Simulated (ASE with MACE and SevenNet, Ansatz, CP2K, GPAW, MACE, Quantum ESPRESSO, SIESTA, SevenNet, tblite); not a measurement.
# Random packing of Nb14Si86 (at. %) (102 atoms) in machine-learned potentials

Wanted: machine-learned potentials inputs and outputs for random packing of Nb14Si86 (at. %) (102 atoms), checked against a plane-wave reference.

Calculated with ASE with MACE and SevenNet; the method is named at each step.

**1. Starting point**

The cell holds 102 atoms: 14 Nb and 88 Si. Its edges and angles: a = 12.543 Å, b = 12.543 Å, c = 12.543 Å, α = 90.0°, β = 90.0°, γ = 90.0°. 102 atoms (14 Nb, 88 Si) packed at random in a cube at 3.17 g/cm³ and pushed apart as soft spheres; a start for melting by ab initio MD, not an equilibrated structure. Then every atom was moved at random, 0.05 Å r.m.s. a Cartesian component.

The yardstick, on the same geometry:

* method: Kohn-Sham DFT, PBE, SSSP efficiency 1.3.0 pseudopotentials, plane waves (Quantum ESPRESSO 7.5); sssp-pbe-1.3.0-efficiency, cutoffs 45/360 Ry, Γ point
* r.m.s. force component: 1.429 eV/Å
* longest force: 7.038 eV/Å
* pressure: -1.522 GPa
* time: 7.9 min on 4 MPI ranks of Arm Neoverse V2, shared host
* CPU time: 31 min

**2. MACE MP-0b2 small potential**

Method: machine-learned interatomic potential MACE MP-0b2 small, trained on PBE(+U) plane-wave data.

Contents of run.py:

```python
import numpy as np
from ase.io import read
import mlip  # loads the published weights by name

atoms = read("structure.xyz")
atoms.calc = mlip.calc("mace-mp-0b2-small")
energy = atoms.get_potential_energy()
forces = atoms.get_forces()
print(f"energy {energy:.6f} eV")
print("forces (eV/A)")
for i, (a, f) in enumerate(zip(atoms, forces)):
    print(f"{i:4d} {a.symbol:2s} {f[0]:10.5f} {f[1]:10.5f} {f[2]:10.5f}")
stress = -atoms.get_stress(voigt=False) * 160.21766
print("stress (GPa, compression positive)")
for row in stress:
    print(" ".join(f"{x:10.4f}" for x in row))
```

Contents of structure.xyz:

```xyz
102
Lattice="12.54330 0.00000 0.00000 0.00000 12.54330 0.00000 0.00000 0.00000 12.54330" Properties=species:S:1:pos:R:3 pbc="T T T"
Nb 10.64863 4.65632 2.47291
Nb 2.93551 3.56380 1.60730
Nb 9.84649 7.36204 9.26047
Nb 10.23420 5.35135 11.31017
Nb 1.08311 1.56089 9.18082
Nb 4.68292 10.33342 7.05761
Nb 2.71186 11.99528 7.80168
Nb 6.54773 8.55353 5.53009
Nb 10.08983 9.22209 12.03668
Nb 1.30300 7.81811 5.38685
Nb 11.97634 8.49520 10.32389
Nb 3.02306 5.95556 7.27348
Nb 11.46157 1.89818 7.75979
Nb 7.42526 3.66917 0.54714
Si 5.20208 7.37621 7.55784
Si 11.12967 1.78592 10.81245
Si 7.23410 6.80951 3.55791
Si 2.14453 5.81231 2.46476
Si 0.10750 5.91542 11.12051
Si 7.59610 9.66762 11.34090
Si 10.44957 12.36870 12.31928
Si 9.60014 10.31436 1.84675
Si 5.16044 0.87088 5.10751
Si 8.82647 1.54483 12.06201
Si 0.04641 5.77506 1.18120
Si 8.69865 10.65553 6.62086
Si 4.66347 11.58186 0.50386
Si 5.65916 2.73168 10.24273
Si 0.03550 10.78310 0.26792
Si 3.84113 8.25663 5.38333
Si 4.95912 1.06969 7.79554
Si 3.48353 9.67741 10.44330
Si 10.81471 11.51249 5.53285
Si 5.77431 0.00916 9.77111
Si 5.33605 10.70633 4.18670
Si 2.05610 9.41287 7.27135
Si 8.04038 8.54751 1.15198
Si 6.71067 8.81292 2.74184
Si 12.08672 3.29124 4.40947
Si 9.83269 4.05312 8.48090
Si 2.90390 2.30182 7.42839
Si 8.79912 6.53531 1.67754
Si 7.17853 1.96152 8.43738
Si 3.02795 1.04824 0.46837
Si 3.51940 8.91264 0.84993
Si 9.46568 0.50825 2.56360
Si 1.13956 6.97997 8.89383
Si 5.33655 4.96326 1.36898
Si 5.96885 7.15733 10.68037
Si 8.17572 6.83635 7.15232
Si 7.22983 5.49284 9.23049
Si 8.10234 0.43826 4.23537
Si 1.51260 2.06425 3.62978
Si 4.69609 4.24628 8.66228
Si 7.39026 12.09375 1.70777
Si 7.68704 4.83406 5.65314
[... 42 atom lines left out ...]
Si 10.26694 2.66257 0.90826
Si 4.85890 5.77945 11.95652
Si 10.96535 9.98221 3.70328
Si 1.31266 10.18679 10.88583
```

Launch:

```bash
$ OMP_NUM_THREADS=1 python run.py > output.txt
```

The log of the run:

```text
energy -560.922761 eV
forces (eV/A)
   0 Nb   -0.10322    0.50099    1.23092
   1 Nb    1.14400   -1.14259   -0.45902
   2 Nb   -1.08687   -0.83899   -0.48723
   3 Nb   -0.74656    0.37291    0.99254
   4 Nb    0.93774    0.51285    1.53516
   5 Nb    0.40152   -0.11559    0.18006
   6 Nb   -0.10398   -0.03441   -0.30898
   7 Nb    0.50463   -0.19083   -0.61407
   8 Nb   -0.74962    0.41951    0.98472
   9 Nb   -1.46746   -0.26377   -0.61466
  10 Nb    2.34940   -0.35406    0.04107
  11 Nb   -0.76822   -0.90088   -0.05731
  12 Nb   -1.73788    0.37425   -0.54541
  13 Nb    0.38969   -1.25560    1.43900
  14 Si   -0.86862   -0.53072   -1.45597
  15 Si   -1.09188   -1.68425   -4.91191
  16 Si    0.36772   -1.56932    1.23729
  17 Si    1.35943    0.54148   -1.17471
  18 Si    1.11894    0.92570   -0.16762
  19 Si   -0.41556   -0.30154   -0.12890
  20 Si    0.64938   -1.66093    0.27100
  21 Si   -0.56735    1.08618   -0.56857
  22 Si    0.16854   -0.03821    0.76662
  23 Si   -1.50348    0.70144    1.23466
[...]
94 Si    0.93285    0.20969   -1.89133
  95 Si    0.90813    3.06665    0.85831
  96 Si   -0.34164    0.75206    0.78869
  97 Si    0.64424   -0.86185    2.42032
  98 Si   -4.07739    1.39439    2.35133
  99 Si   -2.84322   -1.57461   -2.18079
 100 Si    2.24997   -0.16443   -0.50255
 101 Si   -0.58055   -0.06645   -0.88384
stress (GPa, compression positive)
   -1.0134     0.2561    -0.7009
    0.2561    -2.6914    -0.3095
   -0.7009    -0.3095    -2.0735
```

Elapsed: 8.4 s, on 1 thread of Arm Neoverse V2, shared host; peak memory 0.66 GiB.

Banners, paths, timers and routine set-up lines are dropped from the logs unmarked, and long logs keep their key lines alone; longer cuts are marked.

Numbers from this run, and their distance from the reference:

```
r.m.s. force component                  : 1.53 eV/Å
r.m.s. difference of force components   : 397.4 meV/Å
longest difference of force vectors     : 1801 meV/Å
force difference over r.m.s. force      : 27.8 %
slope of forces against the reference's : 1.034
correlation of force components         : 0.9662
pressure                                : -1.926 GPa
pressure difference                     : -0.4038 GPa
```

Length of the force difference by element (eV/Å):

| element | atoms | mean | most |
| --- | --- | --- | --- |
| Nb | 14 | 0.95 | 1.8 |
| Si | 88 | 0.55 | 1.3 |

A closer look about Si56, which bears the longest force: 13 atoms, nearest first, numbered in the order of the input, with positions taken from that point.

| atom | x | y | z | distance (Å) | Fx | Fy | Fz (eV/Å) |
| --- | --- | --- | --- | --- | --- | --- | --- |
| Si56 | 0.00 | 0.00 | 0.00 | 0.00 | -2.12 | 6.68 | -2.27 |
| Si57 | -1.08 | -1.39 | 1.07 | 2.06 | -5.62 | -2.17 | 2.27 |
| Si73 | 1.03 | -1.75 | 0.66 | 2.14 | 4.18 | -4.22 | 1.66 |
| Si65 | 2.10 | -0.06 | -0.55 | 2.17 | 3.38 | 0.96 | -1.83 |
| Si50 | 0.49 | 2.00 | 1.50 | 2.55 | -0.93 | 0.07 | 0.16 |
| Si70 | -2.63 | 0.70 | -0.08 | 2.72 | 0.59 | 1.12 | 0.32 |
| Si17 | -0.45 | 1.98 | -2.10 | 2.92 | 0.37 | -1.57 | 1.24 |
| Si89 | -1.25 | -1.80 | -2.61 | 3.41 | -0.31 | 0.32 | -0.47 |
| Si40 | 2.15 | -0.78 | 2.83 | 3.63 | 0.43 | 0.07 | 0.23 |
| Si86 | -3.27 | -1.30 | -1.01 | 3.66 | 3.02 | -1.64 | -2.71 |
| Si51 | -0.46 | 0.66 | 3.58 | 3.67 | -0.03 | 0.61 | -0.64 |
| Si59 | 2.26 | 2.39 | -1.70 | 3.70 | 0.33 | -1.34 | 0.00 |
| Si62 | 2.02 | -2.45 | -1.93 | 3.72 | 0.39 | 2.00 | 0.82 |

Atoms are counted from 1 here, from 0 in the log.

Forces lie 28 % from the reference's, at 0.0041 times its CPU time (on 1 against 4 cores).

**3. SevenNet l3i5 potential**

Method: machine-learned interatomic potential SevenNet l3i5, trained on PBE(+U) plane-wave data.

Edit run.py of step 2 so:

```diff
@@ -5,3 +5,3 @@
 atoms = read("structure.xyz")
-atoms.calc = mlip.calc("mace-mp-0b2-small")
+atoms.calc = mlip.calc("7net-l3i5")
 energy = atoms.get_potential_energy()
```

structure.xyz is that of step 2.

The log of the run:

```text
energy -553.630005 eV
forces (eV/A)
   0 Nb   -0.68057    0.70018    1.15445
   1 Nb    1.72086   -1.24337    0.19848
   2 Nb   -0.64410   -1.01127    0.50079
   3 Nb   -1.44209    0.55786    0.14627
   4 Nb    0.80976    0.40718    0.99364
   5 Nb    0.16502   -0.70513   -0.03284
   6 Nb   -0.46716    0.34316   -0.27380
   7 Nb    0.31777    0.23154    0.15030
   8 Nb   -0.27036    0.23656    0.14985
   9 Nb   -0.57443   -0.06329   -0.23809
  10 Nb    1.22957   -1.50474    0.21905
  11 Nb   -0.56981   -0.48541    0.04275
  12 Nb   -0.69206    1.41351   -0.30811
  13 Nb    1.50751   -0.44674    0.23176
  14 Si   -0.91572   -0.33407   -0.89036
  15 Si   -0.76853   -1.41050   -4.47776
  16 Si   -0.08078   -2.27064    1.22978
  17 Si    1.22924    1.13670   -0.48881
  18 Si    1.11665    1.07801    0.13321
  19 Si   -0.88440   -0.38428   -0.23593
  20 Si    0.88956   -1.44668    0.33749
  21 Si   -0.52746    1.34620   -0.22127
  22 Si    0.25868   -0.04389    0.05514
  23 Si   -1.65443    0.85356    1.65187
[...]
94 Si    0.91174    0.33242   -1.61881
  95 Si    1.24746    3.50260    1.02885
  96 Si   -0.17315    0.40820    0.30182
  97 Si    0.67413   -0.59058    2.78572
  98 Si   -4.09214    1.64242    2.16285
  99 Si   -3.22692   -1.71228   -2.50083
 100 Si    1.90387    0.01989   -0.35757
 101 Si    0.03031    0.54994   -1.00338
stress (GPa, compression positive)
   -0.4195     0.0291    -1.2955
    0.0291    -2.6007    -0.3471
   -1.2955    -0.3471    -2.0065
```

Run time: 9.6 s. Hardware: 1 thread; peak memory 1.3 GiB.

Compared with the plane-wave run:

```yaml
r_m_s_force_component: 1.592 eV/Å
r_m_s_difference_of_force_components: 366.2 meV/Å
longest_difference_of_force_vectors: 2266 meV/Å
force_difference_over_r_m_s_force: 25.62 %
slope_of_forces_against_the_reference_s: 1.087
correlation_of_force_components: 0.9764
pressure: -1.676 GPa
pressure_difference: -0.1533 GPa
```

Against the first run (28 %), the force difference from the reference is 26 %, at 1.2 times the CPU time.

**4. MACE MP-0b3 medium potential**

Method: machine-learned interatomic potential MACE MP-0b3 medium, trained on PBE(+U) plane-wave data.

Edit run.py of step 3 so:

```diff
@@ -5,3 +5,3 @@
 atoms = read("structure.xyz")
-atoms.calc = mlip.calc("7net-l3i5")
+atoms.calc = mlip.calc("mace-mp-0b3-medium")
 energy = atoms.get_potential_energy()
```

structure.xyz is that of step 3.

The log of the run:

```text
energy -562.466235 eV
forces (eV/A)
   0 Nb   -0.53650    0.28787    0.93090
   1 Nb    0.99395   -0.46918    0.20927
   2 Nb   -1.25903   -1.23969   -0.16129
   3 Nb   -1.01052    0.40443    0.05472
   4 Nb    0.18680    0.61743    0.48951
   5 Nb    0.54354   -0.73304   -0.49279
   6 Nb   -0.53347    0.75127   -0.42788
   7 Nb    0.67414    0.31681    0.02200
   8 Nb   -0.67942    0.51145    0.73712
   9 Nb   -0.94414   -0.32252   -0.42674
  10 Nb    2.06726   -0.69109    0.44485
  11 Nb   -0.39830   -0.66843   -0.12784
  12 Nb   -0.43198    0.58566   -0.22818
  13 Nb    1.26974   -0.02666    0.22282
  14 Si   -0.87073   -0.45298   -1.32207
  15 Si   -0.69020   -1.37962   -3.95017
  16 Si    0.14148   -1.70019    1.02404
  17 Si    1.34293    0.34760   -1.20930
  18 Si    0.73813    0.72742   -0.04335
  19 Si   -0.38587   -0.15232   -0.28058
  20 Si    0.63543   -1.40444    0.25951
  21 Si   -0.57165    1.00067   -0.44969
  22 Si    0.18097    0.08532    0.15644
  23 Si   -1.57773    0.76106    1.62320
[...]
94 Si    1.04984   -0.17391   -1.62124
  95 Si    0.91854    2.55791    0.83553
  96 Si   -0.29026    0.57810    0.10555
  97 Si    0.68741   -0.67137    2.36924
  98 Si   -3.74632    1.56018    2.35896
  99 Si   -2.44442   -1.44351   -2.11030
 100 Si    1.80982   -0.13539   -0.60682
 101 Si   -0.43166   -0.21041   -1.16959
stress (GPa, compression positive)
   -2.6949    -0.1773    -0.6647
   -0.1773    -4.1335    -0.2128
   -0.6647    -0.2128    -3.2624
```

Run time: 7.8 s. Hardware: 1 thread; peak memory 1 GiB.

Numbers from this run, and their distance from the reference:

- r.m.s. force component: 1.366 eV/Å
- r.m.s. difference of force components: 310 meV/Å
- longest difference of force vectors: 1324 meV/Å
- force difference over r.m.s. force: 21.68 %
- slope of forces against the reference's: 0.9333
- correlation of force components: 0.9764
- pressure: -3.364 GPa
- pressure difference: -1.841 GPa

Against the first run (28 %), the force difference from the reference is 22 %, at 1.0 times the CPU time.

**5. Side by side**

Differences are against the plane-wave reference, forces as r.m.s. over components; share is that over the reference's r.m.s. force, slope the least-squares factor from reference forces to these. Total energies of different programs have different zeros and aren't compared.

| run | Δ force, r.m.s. (meV/Å) | share (%) | slope | Δ pressure (GPa) | cores | CPU time | memory (GiB) |
| --- | --- | --- | --- | --- | --- | --- | --- |
| reference | - | - | - | - | 4 | 31 min | 6.8 |
| MACE MP-0b2 small potential | 397 | 27.8 | 1.034 | -0.404 | 1 | 7.7 s | 0.66 |
| SevenNet l3i5 potential | 366 | 25.6 | 1.087 | -0.153 | 1 | 9.3 s | 1.3 |
| MACE MP-0b3 medium potential | 310 | 21.7 | 0.933 | -1.84 | 1 | 7.8 s | 1 |

Times of the machine-learned potentials are mostly Python's start and the loading of weights.

CPU time is summed over cores on a shared host, where runs went side by side, so it is rough. Symmetry, cutoffs, thresholds, outputs and thread counts weren't matched or tuned between programs; memory under MPI is the largest rank's times the ranks.

**6. Results**

```
nearest in forces : MACE MP-0b3 medium potential, 22 %
its CPU time      : 7.8 s
```

Machine-learned potentials differ by 22 % (MACE MP-0b3 medium potential) to 28 % (MACE MP-0b2 small potential); they were trained on other programs' data. The reference's pressure holds the uncorrected Pulay stress of its 45 Ry basis, so small pressure differences, and their order, may be the reference's own error. Machine-learned potentials mimic data converged in k, so the reference's own k-point error enters their differences. The reference's pressure of -1.5 GPa belongs to a cell and atoms that aren't relaxed at this level. The electronic-structure runs sample only Γ, in a cell whose shortest periodic width is 13 Å, which is coarse for a cell with partly filled levels.

[Also dropped from logs without a mark: logging warnings of Python, and SIESTA's first energy breakdown and zero terms.]

[Logs are printed without paths, hosts, clocks, repeated set-up lines and the standing remarks that a program may print on its own settings, such as how far it seeks lower states.]

[Hosts, paths, dates, database ids (printed as entryN), source tags and the programs' standing remarks are cut or masked in the printed files.]
